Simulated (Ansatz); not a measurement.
# PbC (model cell, started as CsCl type): from the cell to its phonons

How does PbC (model cell, started as CsCl type) vibrate, and is this structure a minimum?

Program: Ansatz 0.2.0. Level of theory: DFT LDA, scalar-relativistic, plane waves, PAW. Results are calculated unless marked as measured.

Report form: the programs' logs are mostly left out.

The structure was built from a prototype and need not be the compound's stable phase.

### 1. The starting structure

Symmetry: Pm-3m, No. 221, cubic system. Conventional cell: a = 2.732 Å, b = 2.732 Å, c = 2.732 Å, α = 90.00°, β = 90.00°, γ = 90.00°. Pb has 8 C at 2.37 Å nearest. Nearest to C lie 8 Pb at 2.37 Å. Farther neighbours are not listed.

### 2. Coarse relaxation

The start is far from rest, so a relaxation with loose tolerances brings it close first.

Contents of input.yaml:

```yaml
crystal:
  lattice:
    - [2.73202, 0.0, 0.0]
    - [0.0, 2.73202, 0.0]
    - [0.0, 0.0, 2.73202]
  atoms:
    - { symbol: Pb, position: [0.0, 0.0, 0.0] }
    - { symbol: C, position: [0.5, 0.5, 0.5] }
kpoints:
  mp_grid: { grid: [8, 8, 8] }
hamiltonian:
  xc: lda
scf:
  occupations: { method: gaussian, width: 0.1 }
output:
  forces: true
  stress: true
  eigenvalues: true
relax:
  adjacent_minimum: "off"
  f_tol: 0.05
  max_steps: 80
  cell: { stress_tol: 0.5 }
```

The run is started by

```bash
$ ansatz run input.yaml --threads 4 --pin off --max-ram 7168MiB --backend cpu --events-out ev --progress --plain --runs-dir out
```

The job ended after 4 s (4 threads of Arm Neoverse V1, shared host; peak memory 0.3 GiB).

Step by step:

| step | energy less that of the first step (eV) | largest force component (eV/Å) | pressure (GPa) | volume (Å³) |
| --- | --- | --- | --- | --- |
| 1 | 0.0000 | 0.0000 | 130.14 | 20.39 |
| 2 | -1.8206 | 0.0000 | 63.29 | 23.52 |
| 3 | -2.7107 | 0.0000 | 24.37 | 26.96 |
| 4 | -2.9599 | 0.0000 | 7.14 | 29.66 |
| 5 | -2.9898 | 0.0000 | -0.97 | 31.41 |
| 6 | -2.9908 | 0.0000 | 0.01 | 31.18 |
| 7* | -3.0850 | 0.0000 | 3.22 | 31.18 |
| 8 | -3.0929 | 0.0000 | 0.68 | 31.93 |
| 9 | -3.0930 | 0.0000 | 0.06 | 32.14 |
| 10* | -3.0944 | 0.0000 | 0.06 | 32.14 |

Relaxation steps marked * repeat the geometry before them on a plane-wave basis chosen anew for their cell, so energy and pressure can jump there.

The run keeps the 48 symmetry operations that it works with, so distortions that break them were not tested.

| cell as run | before | after | change |
| --- | --- | --- | --- |
| a (Å) | 2.732 | 3.179 | +16.4 % |
| b (Å) | 2.732 | 3.179 | +16.4 % |
| c (Å) | 2.732 | 3.179 | +16.4 % |
| volume (Å³/atom) | 10.20 | 16.07 | +57.6 % |

Final coordinates:

```xyz
2
Lattice="3.1793 0.0000 0.0000 0.0000 3.1793 0.0000 0.0000 0.0000 3.1793" Properties=species:S:1:pos:R:3 pbc="T T T"
Pb    0.0000    0.0000    0.0000
C     1.5896    1.5896    1.5896
```

This step gave:

| Quantity | Value |
| --- | --- |
| pressure | 0.06086 GPa |
| volume per atom | 16.07 Å³ |
| gap on the k-mesh | 0 eV |

In this step the volume went from 10.20 to 16.07 Å³/atom.

### 3. Relaxation

Harmonic phonons are second derivatives at a point where the forces vanish, and they are wanted at zero stress, so atoms and cell are relaxed first.

input.yaml, the sections that differ from step 2:

```yaml
crystal:
  lattice:
    - [3.1792618751, 0.0, 0.0]
    - [0.0, 3.1792618751, 0.0]
    - [0.0, 0.0, 3.1792618751]
  atoms:
    - { symbol: Pb, position: [0.0, 0.0, 0.0] }
    - { symbol: C, position: [0.5, 0.5, 0.5] }
kpoints:
  mp_grid: { grid: [12, 12, 12] }
relax:
  adjacent_minimum: "off"
  f_tol: 0.005
  max_steps: 80
  cell: { stress_tol: 0.05 }
# hamiltonian, scf, output: as in step 2
```

Elapsed: 4.2 s, on 4 threads; peak memory 0.35 GiB; 13 s of CPU time.

Step by step:

| step | energy less that of the first step (eV) | largest force component (eV/Å) | pressure (GPa) | volume (Å³) |
| --- | --- | --- | --- | --- |
| 1 | 0.0000 | 0.0000 | 0.74 | 32.14 |
| 2 | 0.0019 | 0.0000 | -1.26 | 32.77 |
| 3 | -0.0002 | 0.0000 | -0.02 | 32.37 |
| 4* | -0.0005 | 0.0000 | -0.01 | 32.37 |

Relaxation steps marked * repeat the geometry before them on a plane-wave basis chosen anew for their cell, so energy and pressure can jump there. Relaxation step 2 was tried and not accepted.

Forces are held to the 48 operations that the run works with; a distortion that breaks them can't arise in this run.

| conventional cell, symmetrised | before | after | change |
| --- | --- | --- | --- |
| a (Å) | 3.179 | 3.187 | +0.2 % |
| b (Å) | 3.179 | 3.187 | +0.2 % |
| c (Å) | 3.179 | 3.187 | +0.2 % |
| volume (Å³/atom) | 16.07 | 16.18 | +0.7 % |

The relaxed structure:

```xyz
2
Lattice="3.1870 0.0000 0.0000 0.0000 3.1870 0.0000 0.0000 0.0000 3.1870" Properties=species:S:1:pos:R:3 pbc="T T T"
Pb    0.0000    0.0000    0.0000
C     1.5935    1.5935    1.5935
```

Numbers from this step:

```
pressure        : -0.006637 GPa
volume per atom : 16.18 Å³
```

In this step the volume went from 16.07 to 16.18 Å³/atom.

### 4. Relaxing to small forces for the phonons

Phonons need a cell at rest on their own settings, so the relaxation is repeated with tight tolerances on forces and stress, using the mesh and the filling of the phonon run that follows.

input.yaml, the sections that differ from step 3:

```yaml
crystal:
  lattice:
    - [3.1869511791, 0.0, 0.0]
    - [0.0, 3.1869511791, 0.0]
    - [0.0, 0.0, 3.1869511791]
  atoms:
    - { symbol: Pb, position: [0.0, 0.0, 0.0] }
    - { symbol: C, position: [0.5, 0.5, 0.5] }
scf:
  occupations: { method: methfessel_paxton, width: 0.15 }
relax:
  adjacent_minimum: "off"
  f_tol: 0.001
  max_steps: 60
  cell: { stress_tol: 0.01 }
# kpoints, hamiltonian, output: as in step 3
```

Run time: 3.4 s. Hardware: 4 threads; peak memory 0.34 GiB; 12 s of CPU time.

Little changed from the start: no atom moved by 0.005 Å and no cell edge by 0.1 %.

This step gave:

```yaml
pressure: -2.98e-4 GPa
```

The forces vanish by symmetry and the pressure is 0.000 GPa, within the tolerances set. The cell now holds 16.18 Å³/atom.

### 5. Zone-centre response

The zone centre comes first: it holds the modes that light can see, as far as symmetry allows. No field response is asked, since the mesh shows no gap.

input.yaml, the sections that differ from step 4:

```yaml
crystal:
  lattice:
    - [3.1867856418, 0.0, 0.0]
    - [0.0, 3.1867856418, 0.0]
    - [0.0, 0.0, 3.1867856418]
  atoms:
    - { symbol: Pb, position: [0.0, 0.0, 0.0] }
    - { symbol: C, position: [0.5, 0.5, 0.5] }
output:
  eigenvalues: true
phonons:
  method: dfpt
# kpoints, hamiltonian, scf: as in step 4
# relax: removed
```

Wall time 7.4 s (4 threads); peak memory 0.56 GiB; 27 s of CPU time.

Numbers from this step:

- sum-rule residual before enforcement: 1.65e-4 eV/Å²
- point group: m-3m
- highest optical mode at the zone centre (no LO-TO term): -72.66 cm⁻¹
- lowest optical zone-centre mode: -72.66 cm⁻¹

Patterns of degenerate modes are one choice out of their space. The modes at Γ (shares of kinetic energy by element, %) (negative means imaginary):

| mode | frequency (cm⁻¹) | symmetry | Pb % | C % |
| --- | --- | --- | --- | --- |
| 1 | -72.7 | T1u | 5 | 95 |
| 2 | -72.7 | T1u | 5 | 95 |
| 3 | -72.7 | T1u | 5 | 95 |
| 4 | 0.0 | acoustic | 95 | 5 |
| 5 | 0.0 | acoustic | 95 | 5 |
| 6 | 0.0 | acoustic | 95 | 5 |

Displacements in mode 1 (-72.7 cm⁻¹), the largest set to 1:
```
Pb1  0.00  0.00 -0.06
C2   0.00  0.08  1.00
```

Before it was imposed, the acoustic sum rule was missed by 1.7e-4 eV/Å². Small misses are needed for a sound result but don't prove that mesh and cutoff are converged. The lowest optical mode is imaginary, 72.7i cm⁻¹, so the energy falls along it.

### 6. The dispersion

Stability and thermal properties need the whole zone. Linear response on a 4×4×4 q mesh gives force constants as far as a supercell of that size would.

input.yaml: that of step 5 with these lines changed.

```diff
@@ -18 +18,8 @@
   method: dfpt
+  qmesh: [4, 4, 4]
+  temperatures: { t_max: 1000, t_step: 50 }
+  qpath:
+    path:
+      - [[0.0, 0.0, 0.0], [0.0, 0.5, 0.0], [0.5, 0.5, 0.0], [0.0, 0.0, 0.0], [0.5, 0.5, 0.5], [0.0, 0.5, 0.0]]
+      - [[0.5, 0.5, 0.5], [0.5, 0.5, 0.0]]
+    npoints: 10
```

The job ended after 3 min (4 threads; peak memory 1.4 GiB; 12 min of CPU time).

This step gave:

```
sum-rule residual before enforcement                    : 1.48e-4 eV/Å²
lowest frequency on the path                            : -249.8 cm⁻¹
highest frequency on the path or at a solved wavevector : 145.6 cm⁻¹
lowest mode on the q mesh (acoustic modes at Γ apart)   : -249.8 cm⁻¹
```

Frequencies (cm⁻¹) solved at each irreducible wavevector; negative means imaginary. Frequencies by wavevector, by row:

| q in reciprocal lattice units | star | mode 1 | mode 2 | mode 3 | mode 4 | mode 5 | mode 6 |
| --- | --- | --- | --- | --- | --- | --- | --- |
| 0 0 0 | 1 | -72.7 | -72.7 | -72.7 | 0 | 0 | 0 |
| 0 0 0.25 | 6 | -28 | -28 | 69.3 | 86.8 | 86.8 | 87 |
| 0 0 -0.5 | 3 | -36.6 | -36.6 | 106.5 | 116 | 134.8 | 134.8 |
| 0 0.25 0.25 | 12 | -145.8 | -136.9 | -133.3 | -36.7 | 75.8 | 85.9 |
| 0 0.25 -0.5 | 12 | -107.9 | -63.1 | -46.9 | 71.9 | 80.7 | 118.5 |
| 0 -0.5 -0.5 | 3 | -186.4 | -58.1 | 111.1 | 111.1 | 125.2 | 125.2 |
| 0.25 0.25 0.25 | 8 | -249.8 | -23.2 | -23.2 | 75.2 | 75.2 | 77.4 |
| 0.25 0.25 -0.5 | 12 | -247.2 | -108.8 | 64.7 | 69.9 | 112.6 | 131.5 |
| 0.25 -0.5 -0.5 | 6 | -211.7 | 60.4 | 107.8 | 107.8 | 143.3 | 143.3 |
| -0.5 -0.5 -0.5 | 1 | 65.6 | 65.6 | 65.6 | 101.1 | 101.1 | 101.1 |

Interpolated from a 4×4×4 q mesh. The phonon branches at the labelled points (cm⁻¹):

| point | branch 1 | branch 2 | branch 3 | branch 4 | branch 5 | branch 6 |
| --- | --- | --- | --- | --- | --- | --- |
| Γ | -73 | -73 | -73 | 0 | 0 | 0 |
| halfway | -28 | -28 | 69 | 87 | 87 | 87 |
| X | -37 | -37 | 106 | 116 | 135 | 135 |
| halfway | -108 | -63 | -47 | 72 | 81 | 119 |
| M | -186 | -58 | 111 | 111 | 125 | 125 |
| halfway | -146 | -137 | -133 | -37 | 76 | 86 |
| Γ | -73 | -73 | -73 | 0 | 0 | 0 |
| halfway | -250 | -23 | -23 | 75 | 75 | 77 |
| R | 66 | 66 | 66 | 101 | 101 | 101 |
| halfway | -247 | -109 | 65 | 70 | 113 | 132 |
| X | -37 | -37 | 106 | 116 | 135 | 135 |
| jump to R | 66 | 66 | 66 | 101 | 101 | 101 |
| halfway | -212 | 60 | 108 | 108 | 143 | 143 |
| M | -186 | -58 | 111 | 111 | 125 | 125 |

Tetrahedra on a 20×20×20 mesh, mean over bins of 5 cm-1. Interpolated from a 4×4×4 q mesh. The phonon density of states by wavenumber; read off at these points:

| wavenumber (cm⁻¹) | phonon density of states (1/cm⁻¹/cell) |
| --- | --- |
| -240.0 | 0.00828 |
| -222.5 | 0.00895 |
| -220.0 | 0.00848 |
| -200.0 | 0.00621 |
| -180.0 | 0.00614 |
| -160.0 | 0.00494 |
| -140.0 | 0.00402 |
| -120.0 | 0.00565 |
| -100.0 | 0.00864 |
| -80.0 | 0.0119 |
| -60.0 | 0.0199 |
| -52.5 | 0.0233 |
| -40.0 | 0.0204 |
| -20.0 | 0.0128 |
| 0.0 | 0.00891 |
| 20.0 | 0.0121 |
| 40.0 | 0.0163 |
| 60.0 | 0.0275 |
| 80.0 | 0.0350 |
| 100.0 | 0.0499 |
| 107.5 | 0.0563 |
| 120.0 | 0.0303 |
| 140.0 | 0.00413 |

The partial phonon density of states has structure finer than the step of the table below, so its rows give means over 10 cm⁻¹, whole bins alone (the curve runs from -262 to 156 cm⁻¹). Peaks (cm⁻¹: height): C -207.1: 0.0112, -104.6: 0.0129, -80.9: 0.0168, -62.5: 0.0181, 84.6: 0.0152, 97.8: 0.0138, 113.5: 0.0130; Pb -31.0: 0.0239, 55.7: 0.0216, 105.6: 0.0452.

Phonopy on the run's constants, 17x17x17 mesh, Gaussian sigma 3.0 cm-1. Interpolated from a 4×4×4 q mesh. Partial phonon density of states against wavenumber; means over each step; values in 1/cm⁻¹/cell:

| wavenumber (cm⁻¹) | C | Pb |
| --- | --- | --- |
| -250 | 0.00439 | 0 |
| -240 | 0.00792 | 4.9e-6 |
| -230 | 0.00899 | 8.2e-6 |
| -220 | 0.00614 | 7.8e-6 |
| -210 | 0.00925 | 2.0e-5 |
| -200 | 0.00505 | 1.2e-5 |
| -190 | 0.00505 | 1.8e-5 |
| -180 | 0.00665 | 3.8e-5 |
| -170 | 0.00575 | 4.2e-5 |
| -160 | 0.00417 | 1.9e-5 |
| -150 | 0.00477 | 6.9e-5 |
| -140 | 0.00503 | 7.0e-5 |
| -130 | 0.00484 | 9.8e-5 |
| -120 | 0.00450 | 7.7e-5 |
| -110 | 0.00805 | 1.6e-4 |
| -100 | 0.0104 | 3.0e-4 |
| -90 | 0.00740 | 2.4e-4 |
| -80 | 0.0144 | 4.7e-4 |
| -70 | 0.0133 | 8.5e-4 |
| -60 | 0.0149 | 0.00257 |
| -50 | 0.0116 | 0.00883 |
| -40 | 0.00859 | 0.0161 |
| -30 | 0.00636 | 0.0203 |
| -20 | 0.00258 | 0.00806 |
| -10 | 0.00112 | 0.00364 |
| 0 | 8.3e-4 | 0.00147 |
| 10 | 0.00229 | 0.00430 |
| 20 | 0.00324 | 0.00954 |
| 30 | 0.00730 | 0.0120 |
| 40 | 0.00581 | 0.0126 |
| 50 | 0.00701 | 0.0143 |
| 60 | 0.00890 | 0.0177 |
| 70 | 0.00896 | 0.0195 |
| 80 | 0.0117 | 0.0217 |
| 90 | 0.0129 | 0.0265 |
| 100 | 0.0132 | 0.0377 |
| 110 | 0.0118 | 0.0428 |
| 120 | 0.0102 | 0.0174 |
| 130 | 0.00779 | 3.9e-4 |
| 140 | 0.00651 | 1.4e-5 |
| 150 | 2.6e-4 | 5.0e-8 |

Second derivatives of the energy by pair, one row for each kind of neighbour of each atom listed. Each entry sums the pair over the periodic images of the supercell that the q mesh stands for, and in a polar crystal it holds the long-range dipole part too. Force constants by pair, by row:

| atom | neighbour | distance (Å) | third of the trace (eV/Å²) | along the pair's line (eV/Å²) |
| --- | --- | --- | --- | --- |
| Pb1 | itself | 0 | 4.133 | – |
| Pb1 | C | 2.76 | 0.0846 | 0.0441 |
| Pb1 | Pb | 3.187 | -0.6857 | -2.686 |
| Pb1 | Pb | 4.507 | -0.0186 | -0.0369 |
| Pb1 | C | 5.285 | -0.0313 | -0.0543 |
| Pb1 | Pb | 5.52 | 0.0065 | -0.0644 |
| Pb1 | Pb | 6.374 | 0.0168 | 0.0528 |
| Pb1 | C | 6.945 | 3.00e-4 | -7.00e-4 |
| Pb1 | Pb | 7.126 | 0.015 | 0.0044 |
| C2 | itself | 0 | -0.3965 | – |
| C2 | Pb | 2.76 | 0.0846 | 0.0441 |
| C2 | C | 3.187 | 0.0268 | -0.2152 |
| C2 | C | 4.507 | 0.0052 | 0.2396 |
| C2 | Pb | 5.285 | -0.0313 | -0.0543 |
| C2 | C | 5.52 | -0.042 | -0.1872 |
| C2 | C | 6.374 | 0.2465 | 0.5796 |
| C2 | Pb | 6.945 | 3.00e-4 | -7.00e-4 |
| C2 | C | 7.126 | 0.0059 | -0.0547 |

Symmetry leaves 10 wavevectors to solve. The lowest mode among them, the acoustic zeros apart, lies at q = (0.25, 0.25, 0.25) and is imaginary, 249.8i cm⁻¹, so the energy falls along it.

### 7. Another isotope, element C, natural mass 12.011 amu

An isotope changes the mass and not the force constants, so no new electronic calculation is needed; the shifts show which modes move this element.

The same force constants with the mass of C changed from 12.011 to 13.003 u (phonopy, no LO-TO term). Both lists are sorted by frequency; levels can cross, so a row need not hold one and the same mode. Modes under 3 cm⁻¹ are left out. Isotope shifts, by row:

| q | rank | natural mass (cm⁻¹) | changed mass (cm⁻¹) |
| --- | --- | --- | --- |
| 0 0 0 | 1 | -72.66 | -69.99 |
| 0 0 0 | 2 | -72.66 | -69.99 |
| 0 0 0 | 3 | -72.66 | -69.99 |
| 0 0 0.25 | 1 | -27.99 | -27.98 |
| 0 0 0.25 | 2 | -27.99 | -27.98 |
| 0 0 0.25 | 3 | 69.27 | 66.64 |
| 0 0 0.25 | 4 | 86.79 | 83.43 |
| 0 0 0.25 | 5 | 86.79 | 83.43 |
| 0 0 0.25 | 6 | 87.01 | 86.93 |
| 0 0 -0.5 | 1 | -36.56 | -36.56 |
| 0 0 -0.5 | 2 | -36.56 | -36.56 |
| 0 0 -0.5 | 3 | 106.5 | 102.3 |
| 0 0 -0.5 | 4 | 116 | 116 |
| 0 0 -0.5 | 5 | 134.8 | 129.5 |
| 0 0 -0.5 | 6 | 134.8 | 129.5 |
| 0 0.25 0.25 | 1 | -145.8 | -140.2 |
| 0 0.25 0.25 | 2 | -136.9 | -131.8 |
| 0 0.25 0.25 | 3 | -133.3 | -128.2 |
| 0 0.25 0.25 | 4 | -36.69 | -36.65 |
| 0 0.25 0.25 | 5 | 75.75 | 75.73 |
| 0 0.25 0.25 | 6 | 85.86 | 85.72 |

A mode of this element alone would shift by -3.89 %.

### 8. Isotope substitution, element Pb, natural mass 207.2 amu

The same for Pb, from 207.20 to 203.97 u.

The same force constants with the mass of Pb changed from 207.200 to 203.973 u (phonopy, no LO-TO term). Both lists are sorted by frequency; levels can cross, so a row need not hold one and the same mode. Modes under 3 cm⁻¹ are left out. Isotope shifts, by row:

| q | rank | natural mass (cm⁻¹) | changed mass (cm⁻¹) |
| --- | --- | --- | --- |
| 0 0 0 | 1 | -72.66 | -72.69 |
| 0 0 0 | 2 | -72.66 | -72.69 |
| 0 0 0 | 3 | -72.66 | -72.69 |
| 0 0 0.25 | 1 | -27.99 | -28.21 |
| 0 0 0.25 | 2 | -27.99 | -28.21 |
| 0 0 0.25 | 3 | 69.27 | 69.29 |
| 0 0 0.25 | 4 | 86.79 | 86.79 |
| 0 0 0.25 | 5 | 86.79 | 86.79 |
| 0 0 0.25 | 6 | 87.01 | 87.68 |
| 0 0 -0.5 | 1 | -36.56 | -36.85 |
| 0 0 -0.5 | 2 | -36.56 | -36.85 |
| 0 0 -0.5 | 3 | 106.5 | 106.5 |
| 0 0 -0.5 | 4 | 116 | 116.9 |
| 0 0 -0.5 | 5 | 134.8 | 134.8 |
| 0 0 -0.5 | 6 | 134.8 | 134.8 |
| 0 0.25 0.25 | 1 | -145.8 | -145.8 |
| 0 0.25 0.25 | 2 | -136.9 | -137 |
| 0 0.25 0.25 | 3 | -133.3 | -133.3 |
| 0 0.25 0.25 | 4 | -36.69 | -36.97 |
| 0 0.25 0.25 | 5 | 75.75 | 76.34 |
| 0 0.25 0.25 | 6 | 85.86 | 86.5 |

A mode of this element alone would shift by +0.79 %.

### 9. What came out

```
space group after relaxation (within 0.01 Å)            : Pm-3m
volume per atom                                         : 16.2 Å³
electronic character                                    : no gap on this mesh
highest optical mode at the zone centre (no LO-TO term) : -72.7 cm⁻¹
lowest optical zone-centre mode                         : -72.7 cm⁻¹
lowest mode on the q mesh (acoustic modes at Γ apart)   : -250 cm⁻¹
highest frequency on the path or at a solved wavevector : 146 cm⁻¹
imaginary modes on the 4×4×4 q mesh                     : yes
```

In words: Modes are clearly imaginary (beyond 10i cm⁻¹) at 9 of the 10 irreducible wavevectors, most at q = (0.25, 0.25, 0.25) (249.8i cm⁻¹), so this structure is not a minimum of the energy. The optical modes at Γ form one degenerate level at -73 cm⁻¹ (negative means imaginary). With no gap, or one that is small against the smearing, the frequencies hang on the k mesh and the smearing, most of all near Kohn anomalies. Spin-orbit coupling is left out, which can matter for the heavy elements here. A phonon run warned that its eigensolver left some bands unconverged in a pass. The starting cell was built on a prototype and not taken from a measurement, so the phase need not exist. These are harmonic frequencies at zero temperature: anharmonic shifts, linewidths and thermal expansion are left out.

[Logs are printed without paths, hosts, clocks, repeated set-up lines and the standing remarks that a program may print on its own settings, such as how far it seeks lower states.]

[Hosts, paths, dates, database ids (printed as entryN), source tags and the programs' standing remarks are cut or masked in the printed files.]
